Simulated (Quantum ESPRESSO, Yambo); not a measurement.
Planning a run of Yambo 5.3.0 on Diamond (Fd-3m, 2 atoms a cell). The input:

```
HF_and_locXC
gw0
dyson
ppa
em1d
rim_cut
RandQpts= 1000000
RandGvec= 1 RL
EXXRLvcs= 74 Ry
VXCRLvcs= 296 Ry
Chimod= "HARTREE"
% BndsRnXp
 1 | 37 |
%
NGsBlkXp= 13 Ry
% LongDrXp
 1 | 1 | 1 |
%
% GbndRnge
 1 | 37 |
%
DysSolver= "n"
ExtendOut
PPAPntXp= 27.21138 eV
% QPkrange
 1 | 1 | 3 | 6 |
 28 | 28 | 3 | 6 |
%
```

```sh
OMP_NUM_THREADS=1 mpirun -n 4 yambo -F gw3.in -J gw3 -C gw3 > gw3.log
```

The stored states that it reads are on a 10×10×10 mesh. The structure is cubic, space group Fd-3m (No. 227). The conventional cell has a = 3.567 Å, b = 3.567 Å, c = 3.567 Å, α = 90.00°, β = 90.00°, γ = 90.00°. Nearest to C lie 4 C at 1.54 Å.

Q: How long will it take on 4 MPI ranks of Arm Neoverse V1, shared host, and how much memory?

It took 96 s; on shared hardware allow 48 s to 3.2 min. Peak host memory was 1.3 GiB.

The screening grows as filled bands × empty bands × pairs of k points, times the square of the screening basis for the matrix.

[Paths, hosts, dates, memory and timing lines, banners, echoed tables and standing remarks are left out of the program output.]

[Logs are printed without paths, hosts, clocks, repeated set-up lines and the standing remarks that a program may print on its own settings, such as how far it seeks lower states.]

[Runs of the session that timed out or met a known fault of the program may be left out.]

[Hosts, paths, dates, database ids (printed as entryN), source tags and the programs' standing remarks are cut or masked in the printed files.]
